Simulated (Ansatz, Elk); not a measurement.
# How far do independent atoms describe TlGa2FeN2?

The structure of TlGa2FeN2 used here is made up (a known structure type with other elements) and was relaxed beforehand with PBEsol. The aim is the Fourier transform of its all-electron density, F(hkl), set beside the sum over free spherical atoms that refinements use.

Program: Elk 11.2.3 (patched build). Level of theory: DFT, PBE, all-electron APW+lo, Dirac cores, scalar-relativistic bands, static density, ferromagnetic start. Results are calculated unless marked as measured.

The structure was built from a prototype and need not be the compound's stable phase.

## (1) The starting structure

Symmetry: P-4m2, No. 115, tetragonal system. Conventional cell: a = 3.419 Å, b = 3.419 Å, c = 6.978 Å, α = 90.00°, β = 90.00°, γ = 90.00°. Tl has 4 Fe at 2.42 Å nearest. Nearest to Ga lie 5 N at 1.94 to 2.42 Å. Nearest to Fe lie 4 Tl at 2.42 Å. Nearest to N lie 5 Ga at 1.94 to 2.42 Å. Farther neighbours and most contacts between anions are not listed.

## (2) Ground state and structure factors

An all-electron density is needed, since X-rays see the cores too. Task 0 finds the density and task 195 Fourier-transforms it; tshift is off so that phases refer to the origin typed.

File elk.in:

```
tasks
  0
  195
  196

xctype
  20

spinpol
  .true.

rgkmax
  7.0

gmaxvr
  14.0

lmaxo
  7

lmaxapw
  8

swidth
  0.002

tshift
  .false.

ramdisk
  .false.

hmaxvr
  5.5

maxscl
  120

epspot
  1e-06

reducebf
  0.8

sppath
  './'

avec
  6.46142454794 -0.00000000000 0.00000000000
  -0.00000000000 6.46142454794 0.00000000000
  0.00000000000 0.00000000000 13.18719273695

atoms
  4
  'Tl.in'
  1
  0.5000000000 0.5000000000 0.0000000000   0.000000 0.000000 0.000000
  'Ga.in'
  2
  -0.0000000000 0.5000000000 0.6366028216   0.000000 0.000000 0.000000
  0.5000000000 0.0000000000 0.3633971784   0.000000 0.000000 0.000000
  'Fe.in'
  1
  -0.0000000000 -0.0000000000 0.0000000000   0.000000 0.000000 -0.110000
  'N.in'
  2
  -0.0000000000 0.5000000000 0.3579269609   0.000000 0.000000 0.000000
  0.5000000000 0.0000000000 0.6420730391   0.000000 0.000000 0.000000

ngridk
  6 6 3
```

Run with:

```
$ OMP_NUM_THREADS=4 elk
```

Numbers of over 12 decimals in the logs are rounded to 6 here.

Output:

```text
┌─────────────────────────┐
│ Elk code version 11.2.3 │
└─────────────────────────┘

All units are atomic (Hartree, Bohr, etc.)

┌─────────────────────────────────────────────────┐
│ Ground-state run starting from atomic densities │
└─────────────────────────────────────────────────┘

Lattice vectors :
   6.461424548      -0.000000000       0.000000000
  -0.000000000       6.461424548       0.000000000
   0.000000000       0.000000000       13.18719274

Reciprocal lattice vectors :
  0.9724148693       0.000000000      -0.000000000
   0.000000000      0.9724148693      -0.000000000
  -0.000000000      -0.000000000      0.4764611720

Unit cell volume      :    550.5653916
Brillouin zone volume :   0.4505372427

Muffin-tin inner radius fraction :   0.1000000000E-01

Nuclei treated as point charges

Species : 1 (Tl)
 parameters loaded from : Tl.in
 name : thallium
 nuclear charge    :   -81.00000000
 electronic charge :    81.00000000
 atomic mass :    372567.9643
 muffin-tin radius :    2.433263061
 number of radial points in muffin-tin :   1393
 inner part over the whole radius :   0.9940574781E-02
 number on inner part of muffin-tin    :    997
 approximate nuclear radius :   0.1043008296E-03
 number of mesh points to nuclear radius :    529
 atomic positions (lattice), magnetic fields (Cartesian) :
  1 :   0.50000000  0.50000000  0.00000000    0.00000000  0.00000000  0.00000000

Species : 2 (Ga)
 parameters loaded from : Ga.in
 name : gallium
 nuclear charge    :   -31.00000000
 electronic charge :    31.00000000
 atomic mass :    127097.2539
 muffin-tin radius :    2.071401306
 number of radial points in muffin-tin :    993
 inner part over the whole radius :   0.9914280265E-02
 number on inner part of muffin-tin    :    699
 approximate nuclear radius :   0.7562051033E-04
 number of mesh points to nuclear radius :    342
 atomic positions (lattice), magnetic fields (Cartesian) :
  1 :   0.00000000  0.50000000  0.63660282    0.00000000  0.00000000  0.00000000
  2 :   0.50000000  0.00000000  0.36339718    0.00000000  0.00000000  0.00000000

Species : 3 (Fe)
 parameters loaded from : Fe.in
 name : iron
 nuclear charge    :   -26.00000000
 electronic charge :    26.00000000
 atomic mass :    101799.2075
 muffin-tin radius :    2.085654053
 number of radial points in muffin-tin :    993
 inner part over the whole radius :   0.9998113564E-02
 number on inner part of muffin-tin    :    698
 approximate nuclear radius :   0.7160107270E-04
 number of mesh points to nuclear radius :    335
 atomic positions (lattice), magnetic fields (Cartesian) :
  1 :   0.00000000  0.00000000  0.00000000    0.00000000  0.00000000 -0.11000000

Species : 4 (N)
 parameters loaded from : N.in
 name : nitrogen
 nuclear charge    :   -7.000000000
 electronic charge :    7.000000000
 atomic mass :    25532.65216
 muffin-tin radius :    1.553550980
 number of radial points in muffin-tin :    593
 inner part over the whole radius :   0.9891116723E-02
 number on inner part of muffin-tin    :    405
 approximate nuclear radius :   0.4939692610E-04
 number of mesh points to nuclear radius :    171
 atomic positions (lattice), magnetic fields (Cartesian) :
  1 :   0.00000000  0.50000000  0.35792696    0.00000000  0.00000000  0.00000000
  2 :   0.50000000  0.00000000  0.64207304    0.00000000  0.00000000  0.00000000

Total number of atoms per unit cell :    6
Total muffin-tin volume :    204.2197642
 ratio of muffin-tin to unit cell volume :   0.3709273545

Spin treatment :
 spin-polarised
 global magnetic field (Cartesian) :    0.000000000       0.000000000       0.000000000
 collinear magnetisation in z-direction

Number of Bravais lattice symmetries :   16
Number of crystal symmetries         :    8
Crystal has no inversion symmetry
Complex Hermitian eigensolver will be used

k-point grid :      6     6     3
k-point offset :    0.000000000       0.000000000       0.000000000
k-point set is reduced with full crystal symmetry group
Total number of k-points :       26

[...]
sum of occupied eigenvalues :     -15536.826707585
 electron kinetic            :      28879.763462215
 core electron kinetic       :      28218.897830662
 Coulomb                     :     -53835.576956162
 Coulomb potential           :     -43629.403847601
 nuclear-nuclear             :     -2202.4765532376
 electron-nuclear            :     -59684.669801327
 Hartree                     :      8051.5693984028
 Madelung                    :     -32020.875032361
 xc potential                :     -787.07352275670
 xc effective B-field        :    -0.112796
 external B-field            :      0.000000
 exchange                    :     -593.37614838151
 correlation                 :     -9.718394
 electron entropic           :    -0.15616742815779E-02
 total energy                :     -25558.909597689
 (external B-field energy excluded from total)

Density of states at Fermi energy :    121.6326369
 (states/Hartree/unit cell)

Estimated indirect band gap :   0.2292956757E-02
 from k-point 5 to k-point 14
Estimated direct band gap   :   0.2768079325E-02
 at k-point 5

Charges :
 core                        :    112.0000000
 valence                     :    71.00000000
 interstitial                :    10.59327469
 muffin-tins (core leakage)
  species : 1 (Tl)
[...]
species : 2 (Ga)
[...]
species : 3 (Fe)
[...]
species : 4 (N)
[...]
total in muffin-tins        :    172.4067253
 total calculated charge     :    182.9905261
 total charge                :    183.0000000
 error                       :   0.9473877320E-02

Moments :
 interstitial                :   0.6998825880E-01
 muffin-tins
  species : 1 (Tl)
[...]
species : 2 (Ga)
[...]
species : 3 (Fe)
[...]
species : 4 (N)
[...]
total in muffin-tins        :    2.273824353
 total moment                :    2.343812612

RMS change in Kohn-Sham potential (target) :   0.6841119589E-06 (  0.1000000000E-05)
Absolute change in total energy (target)   :   0.4637359598E-04 (  0.1000000000E-03)

Convergence targets achieved

┌──────────────────┐
│ Loop number : 26 │
└──────────────────┘

Energies :
 Fermi                       :     0.297436
 sum of occupied eigenvalues :     -15536.826703256
 electron kinetic            :      28879.763481756
 core electron kinetic       :      28218.897826826
 Coulomb                     :     -53835.576979652
 Coulomb potential           :     -43629.403745876
 nuclear-nuclear             :     -2202.4765532376
 electron-nuclear            :     -59684.669952092
 Hartree                     :      8051.5695256776
 Madelung                    :     -32020.875106714
 xc potential                :     -787.07364235160
 xc effective B-field        :    -0.112794
 external B-field            :      0.000000
 exchange                    :     -593.37615032027
 correlation                 :     -9.718394
 electron entropic           :    -0.15616856775554E-02
 total energy                :     -25558.909603727
 (external B-field energy excluded from total)

Density of states at Fermi energy :    121.6339521
 (states/Hartree/unit cell)

Estimated indirect band gap :   0.2292895817E-02
 from k-point 5 to k-point 14
Estimated direct band gap   :   0.2768007567E-02
 at k-point 5

Charges :
 core                        :    112.0000000
 valence                     :    71.00000000
 interstitial                :    10.59327261
 muffin-tins (core leakage)
  species : 1 (Tl)
[...]
species : 2 (Ga)
[...]
species : 3 (Fe)
   atom 1                    :    24.39219180     ( -0.2177498128E-06)
  species : 4 (N)
   atom 1                    :    5.615533650     (  0.2225850851E-05)
   atom 2                    :    5.615533650     (  0.2225850851E-05)
 total in muffin-tins        :    172.4067274
 total calculated charge     :    182.9905261
 total charge                :    183.0000000
 error                       :   0.9473876445E-02

Moments :
 interstitial                :   0.6998607788E-01
 muffin-tins
  species : 1 (Tl)
[...]
species : 2 (Ga)
[...]
species : 3 (Fe)
   atom 1                    :    2.279432343
  species : 4 (N)
   atom 1                    :   0.3734084282E-01
   atom 2                    :   0.3734084282E-01
 total in muffin-tins        :    2.273802159
 total moment                :    2.343788237

┌──────────────────────────────┐
│ Self-consistent loop stopped │
└──────────────────────────────┘

Warning : the lowest level lies among the core levels :   -2.938472626      -3.126324992

Warning : core states of species 1 leak from the muffin-tin :   0.3343280775E-03

Warning : core states of species 2 leak from the muffin-tin :   0.4112182654E-02

Wrote STATE.OUT
```

Elapsed: 7.6 min, on 4 threads of Arm Neoverse V1, shared host; peak memory 0.63 GiB.

SFACRHO.OUT:

```text

h k l indices transformed by vhmat matrix:
   1.000000000       0.000000000       0.000000000    
   0.000000000       1.000000000       0.000000000    
   0.000000000       0.000000000       1.000000000    

      h      k      l  multipl.   |H|            Re(F)            Im(F)           |F|

      0      0      0      1   0.0000000       183.00000     -0.91956543E-16   183.00000    
      0      0     -1      2  0.47646117       56.308354      0.17191417E-13   56.308354    
      0      0     -2      2  0.95292234       85.472141      0.10505866E-13   85.472141    
      0      1      0      4  0.97241487      -50.998094      0.12410600E-13   50.998094    
      0      1      1      4   1.0828693      -50.269973       31.253886       59.193543    
     -1      0      1      4   1.0828693      -50.269973      -31.253886       59.193543    
      0     -1      2      4   1.3614888      -48.410893      -39.588390       62.536831    
      0      1     -2      4   1.3614888      -48.410893       39.588390       62.536831    
     -1     -1      0      4   1.3752023       29.342354      0.99948038E-14   29.342354    
      0      0     -3      2   1.4293835       136.24656     -0.62796425E-13   136.24656    
      1     -1     -1      8   1.4554026       123.66294     -0.42978542E-14   123.66294    
     -1      1      2      8   1.6730936       91.093882     -0.71630903E-14   91.093882    
      0      1     -3      4   1.7287938      -45.901756      -21.061571       50.503079    
     -1      0     -3      4   1.7287938      -45.901756       21.061571       50.503079    
      0      0     -4      2   1.9058447       31.204919      0.10434235E-12   31.204919    
      2      0      0      4   1.9448297       128.17712     -0.21006487E-13   128.17712    
      1     -1     -3      8   1.9835117       35.897680      0.67094279E-13   35.897680    
      0     -2      1      4   2.0023431       45.428906      0.25771244E-01   45.428913
```

Elk indexes on the primitive cell of elk.in and gives |H| = 4π sin θ/λ in inverse bohr. Below, one row stands for each form hkl of the conventional cell (m members, Friedel mates merged), F is for one primitive cell and the density is static (no thermal factor). Free-atom factors are Waasmaier and Kirfel's, and R is Σm||F|−|F'||/Σm|F|.

```
hkl   m  sin θ/λ (Å⁻¹)  abs F, DFT  neutral atoms   diff.  abs of complex diff.
001   2          0.072      56.308         56.284  +0.025                 0.025
002   2          0.143      85.472         85.325  +0.147                 0.147
100   4          0.146      50.998         51.252  -0.254                 0.254
101   8          0.163      59.194         59.649  -0.455                 0.531
102   8          0.205      62.537         63.063  -0.526                 0.663
110   4          0.207      29.342         29.815  -0.473                 0.473
003   2          0.215     136.247        136.067  +0.180                 0.180
111   8          0.219     123.663        123.782  -0.119                 0.119
112   8          0.252      91.094         91.328  -0.234                 0.234
103   8          0.260      50.503         50.656  -0.153                 0.193
004   2          0.287      31.205         30.976  +0.229                 0.229
200   4          0.292     128.177        128.611  -0.434                 0.434
113   8          0.298      35.898         35.730  +0.168                 0.168
201   8          0.301      45.429         45.510  -0.081                 0.085
104   8          0.322      44.227         44.324  -0.097                 0.107
202   8          0.326      67.768         67.781  -0.013                 0.029
210   8          0.327      43.130         43.089  +0.041                 0.041
211  16          0.335      50.238         50.210  +0.028                 0.072
```

## (3) The magnetisation density

The same run holds the spin density, and task 196 transforms it. The order is that of the start, and no other was tried.

SFACMAG_1.OUT:

```text

h k l indices transformed by vhmat matrix:
   1.000000000       0.000000000       0.000000000    
   0.000000000       1.000000000       0.000000000    
   0.000000000       0.000000000       1.000000000    

      h      k      l  multipl.   |H|            Re(F)            Im(F)           |F|

      0      0      0      1   0.0000000       2.3437884     -0.85916853E-17   2.3437884    
      0      0     -1      2  0.47646117       2.1093613      0.52230867E-16   2.1093613    
      0      0     -2      2  0.95292234       1.8509718     -0.11192329E-16   1.8509718    
      0      1      0      4  0.97241487       2.0605833      0.20171271E-16   2.0605833    
      0      1      1      4   1.0828693       1.8886692     -0.87326805E-01   1.8906870    
     -1      0      1      4   1.0828693       1.8886692      0.87326805E-01   1.8906870    
      0     -1      2      4   1.3614888       1.5694935      0.58760226E-01   1.5705931    
      0      1     -2      4   1.3614888       1.5694935     -0.58760226E-01   1.5705931    
     -1     -1      0      4   1.3752023       1.6569052      0.48877835E-17   1.6569052    
      0      0     -3      2   1.4293835       1.4280711     -0.68086666E-16   1.4280711    
      1     -1     -1      8   1.4554026       1.6226654      -0.0000000       1.6226654    
     -1      1      2      8   1.6730936       1.3140867     -0.35442374E-16   1.3140867    
      0      1     -3      4   1.7287938       1.1698277     -0.63916459E-03   1.1698279    
     -1      0     -3      4   1.7287938       1.1698277      0.63916459E-03   1.1698279    
      0      0     -4      2   1.9058447      0.92349226      0.91404017E-16  0.92349226    
      2      0      0      4   1.9448297       1.2309650      0.95917275E-17   1.2309650
```

The total moment is 2.34 μB a cell; sphere moments: Tl1 -0.05, Ga2 -0.02, Ga3 -0.02, Fe4 +2.28, N5 +0.04, N6 +0.04 μB. Polarised neutrons measure spin and orbital magnetisation together; without spin-orbit coupling the run gives the spin part:

```
hkl  sin θ/λ (Å⁻¹)  abs F_M (μB)
001          0.072         2.109
002          0.143         1.851
100          0.146         2.061
101          0.163         1.891
102          0.205         1.571
110          0.207         1.657
003          0.215         1.428
111          0.219         1.623
112          0.252         1.314
103          0.260         1.170
004          0.287         0.923
200          0.292         1.231
113          0.298         0.966
201          0.301         1.118
```

(Part 1 of 2 ends here.)

[Logs are printed without paths, hosts, clocks, repeated set-up lines and the standing remarks that a program may print on its own settings, such as how far it seeks lower states.]

[Hosts, paths, dates, database ids (printed as entryN), source tags and the programs' standing remarks are cut or masked in the printed files.]
